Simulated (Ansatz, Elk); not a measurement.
**TaTi3Al2C2: X-ray structure factors from the self-consistent density**

Structure refinements treat a crystal as free atoms side by side. For a made-up structure of TaTi3Al2C2 (cell and positions from a PBE relaxation) the runs below show what the calculated density changes in F(hkl).

Program: Elk 11.2.3 (patched build). Level of theory: DFT, PBE, all-electron APW+lo, Dirac cores, scalar-relativistic bands, static density, no spin. Results are calculated unless marked as measured.

This account leaves out most program logs.

The structure was built from a prototype and need not be the compound's stable phase.

**1. Set-up**

The structure is trigonal, space group P3m1 (No. 156). The conventional cell has a = 3.065 Å, b = 3.065 Å, c = 13.844 Å, α = 90.00°, β = 90.00°, γ = 120.00°. Ta has 3 C at 2.18 Å and 3 Al at 2.89 Å nearest. Ti has 3 C at 2.11 Å and 3 Al at 2.87 Å and 3 Ti at 2.90 Å nearest. Ti has 3 C at 2.11 Å and 3 Al at 2.89 Å and 3 Ti at 2.90 Å nearest. Ti has 3 C at 2.11 Å and 3 Al at 2.89 Å nearest. Nearest to Al lie 3 Ti at 2.87 Å and 3 Ta at 2.89 Å and 6 Al at 3.07 Å. Nearest to Al lie 6 Ti at 2.89 Å and 6 Al at 3.07 Å. Farther neighbours are not listed.

**2. Ground state and structure factors**

An all-electron density is needed, since X-rays see the cores too. Task 0 finds the density and task 195 Fourier-transforms it; tshift is off so that phases refer to the origin typed.

Input file elk.in:

```
tasks
  0
  195

xctype
  20

spinpol
  .false.

rgkmax
  7.0

gmaxvr
  14.0

lmaxo
  7

lmaxapw
  8

swidth
  0.002

tshift
  .false.

ramdisk
  .false.

hmaxvr
  5.5

maxscl
  120

epspot
  1e-06

sppath
  './'

avec
  5.79275301422 -0.00000000000 -0.00000000000
  -2.89637650711 5.01667126816 0.00000000000
  -0.00000000000 0.00000000000 26.16089877796

atoms
  4
  'Ta.in'
  1
  -0.0000000000 0.0000000000 0.4118122162   0.000000 0.000000 0.000000
  'Ti.in'
  3
  -0.0000000000 0.0000000000 0.0833822830   0.000000 0.000000 0.000000
  0.6666666667 0.3333333333 0.9171787211   0.000000 0.000000 0.000000
  0.6666666667 0.3333333333 0.5865965939   0.000000 0.000000 0.000000
  'Al.in'
  2
  0.6666666667 0.3333333333 0.2469114756   0.000000 0.000000 0.000000
  -0.0000000000 0.0000000000 0.7519747965   0.000000 0.000000 0.000000
  'C.in'
  2
  0.3333333333 0.6666666667 -0.0001238209   0.000000 0.000000 0.000000
  0.3333333333 0.6666666667 0.5042677347   0.000000 0.000000 0.000000

ngridk
  8 8 2
```

Command:

```console
$ OMP_NUM_THREADS=4 elk
```

It took 3.2 min on 4 threads of Arm Neoverse V2, shared host; peak memory 0.34 GiB; 11 min of CPU time.

SFACRHO.OUT:

```text

h k l indices transformed by vhmat matrix:
   1.000000000       0.000000000       0.000000000    
   0.000000000       1.000000000       0.000000000    
   0.000000000       0.000000000       1.000000000    

      h      k      l  multipl.   |H|            Re(F)            Im(F)           |F|

      0      0      0      1   0.0000000       177.00000      0.18346516E-15   177.00000    
      0      0      1      1  0.24017467      -42.139946       26.789508       49.934485    
      0      0     -1      1  0.24017467      -42.139946      -26.789508       49.934485    
      0      0     -2      1  0.48034935       49.101656       44.429409       66.218917    
      0      0      2      1  0.48034935       49.101656      -44.429409       66.218917    
      0      0     -3      1  0.72052402       6.6069554      -48.300601       48.750384    
      0      0      3      1  0.72052402       6.6069554       48.300601       48.750384    
      0      0      4      1  0.96069869      -37.586858      -37.577896       53.149508    
      0      0     -4      1  0.96069869      -37.586858       37.577896       53.149508    
      0      0     -5      1   1.2008734       46.714220      -15.159454       49.112396    
      0      0      5      1   1.2008734       46.714220       15.159454       49.112396    
     -1      1      0      3   1.2524610       63.003196      -29.419869       69.533671    
      1     -1      0      3   1.2524610       63.003196       29.419869       69.533671    
     -1      1     -1      3   1.2752814      -32.801840      -35.351179       48.225165    
      0      1     -1      3   1.2752814      -44.890024      -34.720780       56.750742    
      0     -1      1      3   1.2752814      -44.890024       34.720780       56.750742    
     -1      0      1      3   1.2752814      -32.801840       35.351179       48.225165    
     -1      1      2      3   1.3414150       19.692841      -40.707542       45.220702
```

Elk indexes on the primitive cell of elk.in and gives |H| = 4π sin θ/λ in inverse bohr. Below, one row stands for each form hkl of the conventional cell (m members, Friedel mates merged), F is for one primitive cell and the density is static (no thermal factor). Free-atom factors are Waasmaier and Kirfel's, and R is Σm||F|−|F'||/Σm|F|. Elk warned that it couldn't find a linearisation energy, which lowers the accuracy of some states in this run and its variants.

```csv
hkl,m,sin θ/λ (Å⁻¹),"abs F, DFT",neutral atoms,diff.,abs of complex diff.
001,2,0.036,49.934,49.981,-0.046,0.047
002,2,0.072,66.219,65.973,+0.246,0.457
003,2,0.108,48.750,48.899,-0.148,0.173
004,2,0.144,53.150,53.654,-0.505,0.604
005,2,0.181,49.112,49.169,-0.057,0.087
100,6,0.188,69.534,70.183,-0.650,0.765
011,6,0.192,48.225,48.334,-0.109,0.281
101,6,0.192,56.751,57.038,-0.287,0.297
102,6,0.202,45.221,45.915,-0.694,0.698
012,6,0.202,46.955,46.587,+0.368,0.643
006,2,0.217,116.139,117.491,-1.352,1.359
013,6,0.217,111.538,112.274,-0.736,0.748
103,6,0.217,107.589,108.290,-0.701,0.724
104,6,0.237,41.481,41.527,-0.046,0.265
014,6,0.237,55.526,55.320,+0.206,0.222
007,2,0.253,41.219,41.188,+0.031,0.037
105,6,0.261,42.487,42.527,-0.040,0.129
015,6,0.261,50.593,50.630,-0.038,0.096
```

**3. The highest occupied states alone**

An energy window below the Fermi level keeps the highest occupied states, to see at which angles they scatter; shallow core shells can lie inside it and anion s states outside. No new self-consistency is needed.

Edit elk.in of step 2 so:

```diff
@@ -1,3 +1,2 @@
 tasks
-  0
   195
@@ -40,2 +39,5 @@
 
+wsfac
+  -0.233890 0.617350
+
 sppath
```

Command:

```console
$ OMP_NUM_THREADS=4 elk
```

The job ended after 17 s (4 threads; peak memory 0.19 GiB; 21 s of CPU time).

States within 15 eV below the Fermi level hold 31.00 electrons; any levels below the window count with the cores. Their amplitudes can exceed the total, where window and core parts have opposite phase:

| hkl | sin θ/λ (Å⁻¹) | abs F, window | abs F, all |
| --- | --- | --- | --- |
| 001 | 0.036 | 0.694 | 49.934 |
| 002 | 0.072 | 9.103 | 66.219 |
| 003 | 0.108 | 0.349 | 48.750 |
| 004 | 0.144 | 3.606 | 53.150 |
| 005 | 0.181 | 0.477 | 49.112 |
| 100 | 0.188 | 2.114 | 69.534 |
| 011 | 0.192 | 1.083 | 48.225 |
| 101 | 0.192 | 0.856 | 56.751 |
| 102 | 0.202 | 3.353 | 45.221 |
| 012 | 0.202 | 3.003 | 46.955 |

**4. Another functional**

The difference from free atoms is small, so it is set against the change that PBEsol makes.

Edit elk.in of step 3 so:

```diff
@@ -1,2 +1,3 @@
 tasks
+  0
   195
@@ -4,3 +5,3 @@
 xctype
-  20
+  22
 
@@ -39,5 +40,2 @@
 
-wsfac
-  -0.233890 0.617350
-
 sppath
```

Command:

```console
$ OMP_NUM_THREADS=4 elk
```

Elapsed: 3.1 min, on 4 threads; peak memory 0.31 GiB; 11 min of CPU time.

Against the first run R = 0.02 %; the largest change is -0.054 at 110.

**5. A coarser k-mesh**

About half the k-points along each axis test the sampling.

Edit elk.in of step 4 so:

```diff
@@ -5,3 +5,3 @@
 xctype
-  22
+  20
 
@@ -68,2 +68,2 @@
 ngridk
-  8 8 2
+  4 4 1
```

Command:

```console
$ OMP_NUM_THREADS=4 elk
```

It took 64 s on 4 threads; peak memory 0.31 GiB; 2.4 min of CPU time.

Against the first run R = 0.01 %; the largest change is -0.047 at 0 0 11.

**6. Settings against the effect**

| run | R against the first run (%) | R against neutral atoms, low angle (%) | wall time |
| --- | --- | --- | --- |
| PBE, rgkmax 7 | 0.00 | 0.51 | 3.2 min |
| PBEsol | 0.02 | 0.51 | 3.1 min |
| k-mesh 4×4×1 | 0.01 | 0.51 | 64 s |

**7. Results**

| Quantity | Value |
| --- | --- |
| R against neutral atoms, sin θ/λ < 0.3 Å⁻¹ | 0.51 % |
| R against neutral atoms, 0.3 to 0.66 Å⁻¹ | 0.16 % |

In words: Independent neutral atoms miss the calculated amplitudes by R = 0.51 % below 0.3 Å⁻¹ and 0.16 % from there to 0.66 Å⁻¹; by shells, 0.43 % below 0.15 Å⁻¹ (4 forms), 0.52 % 0.15 to 0.3 (17 forms), 0.11 % 0.3 to 0.45 (36 forms), 0.18 % above 0.45 (92 forms). Bonding, aspherical density and the tables' own atoms all enter these figures, and the runs don't part them. The largest change of an amplitude is -1.35 electrons, at 006. R counts amplitudes alone; phases shift too. The window's part falls from 31.0 electrons at the origin to at most 0.40 between 0.45 and 0.66 Å⁻¹. Below 0.3 Å⁻¹ the changes that finished (PBEsol and k-mesh 4×4×1) move F by R = 0.02 % at most, against the 0.51 % that separates it from free atoms. The basis has no finished test. These runs have no spin, though d or f shells may be open. Spin-orbit coupling is left out, which can matter for elements this heavy. Part of the difference isn't bonding: the tables are fits to free atoms and ions calculated by other methods than this functional. Thermal motion, anomalous dispersion and extinction are left out.

[Logs are printed without paths, hosts, clocks, repeated set-up lines and the standing remarks that a program may print on its own settings, such as how far it seeks lower states.]

[Hosts, paths, dates, database ids (printed as entryN), source tags and the programs' standing remarks are cut or masked in the printed files.]
